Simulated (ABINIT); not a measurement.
Records of electronic-structure calculations.

```json
{"subject": "Quasiparticle gap of GaN (P6_3mc) in ABINIT", "lattice_ang": [[3.18, 0.0, 0.0], [-1.59, 2.754, 0.0], [0.0, 0.0, 5.166]], "atoms": [["Ga", 0.3333, 0.6667, 0.0], ["Ga", 0.6667, 0.3333, 0.5], ["N", 0.3333, 0.6667, 0.375], ["N", 0.6667, 0.3333, 0.875]], "method": "RPA screening on PBE, plane waves, norm-conserving pseudopotentials (and 2 further levels or steps)", "program": "ABINIT 10.8.3", "settings": "cutoff 45 Ha, PseudoDojo scalar-relativistic 0.4 stringent, norm-conserving, potential set dojo-sr-pbe-0.4-stringent, ngkpt (6, 6, 4), nband 81, ecuteps 4.8 Ha, inclvkb 2, shiftk (0, 0, 0), symchi 1, awtr 1, frequency ppm, 6×6×4 k-mesh", "cost": "5 runs, 6.3 min in all on 4 MPI ranks of Arm Neoverse V1, shared host", "notes": "The database entry behind the starting cell differs from other determinations of this structure. The program’s warnings: nkpt*nsppol () is not a multiple of nproc spkpt (). The cell and positions come from the Crystallography Open Database and are kept as given unless a step says otherwise. Limits: no spin-orbit coupling.", "results": {"pbe_gap": "1.99 eV, direct", "g0w0_gap_on_the_mesh": "2.83 eV", "gw_settings": "6×6×4 mesh, 81 bands, screening to 130.6 eV, Godby-Needs plasmon pole", "known_limits": "short of the basis limit; no spin-orbit coupling"}}
```

[Long decimals in the printed logs are rounded to 6 places.]

[Logs are printed without paths, hosts, clocks, repeated set-up lines and the standing remarks that a program may print on its own settings, such as how far it seeks lower states.]

[Paths, hosts, dates, memory and timing lines, banners, echoed tables and standing remarks are left out of the program output; an Ansatz launch command may be rebuilt from the run's recorded settings. Measured values are a selection of at most five: reports struck by readers or far from the other reports are left out. None is set beside runs whose start may be inverted or whose files or cutoffs have a known fault.]

[Runs of the session that timed out or met a known fault of the program may be left out.]

[Hosts, paths, dates, database ids (printed as entryN), source tags and the programs' standing remarks are cut or masked in the printed files.]

[G0W0 gaps are taken among the corrected bands and points alone; a level outside them can change the order at an edge.]

[Where Ansatz stands beside ABINIT at settings called matched, ABINIT's density can come from a denser mesh and the files from another edition; pairs whose starting gaps differed by over 0.03 eV were left out, so agreement reads better than it is.]
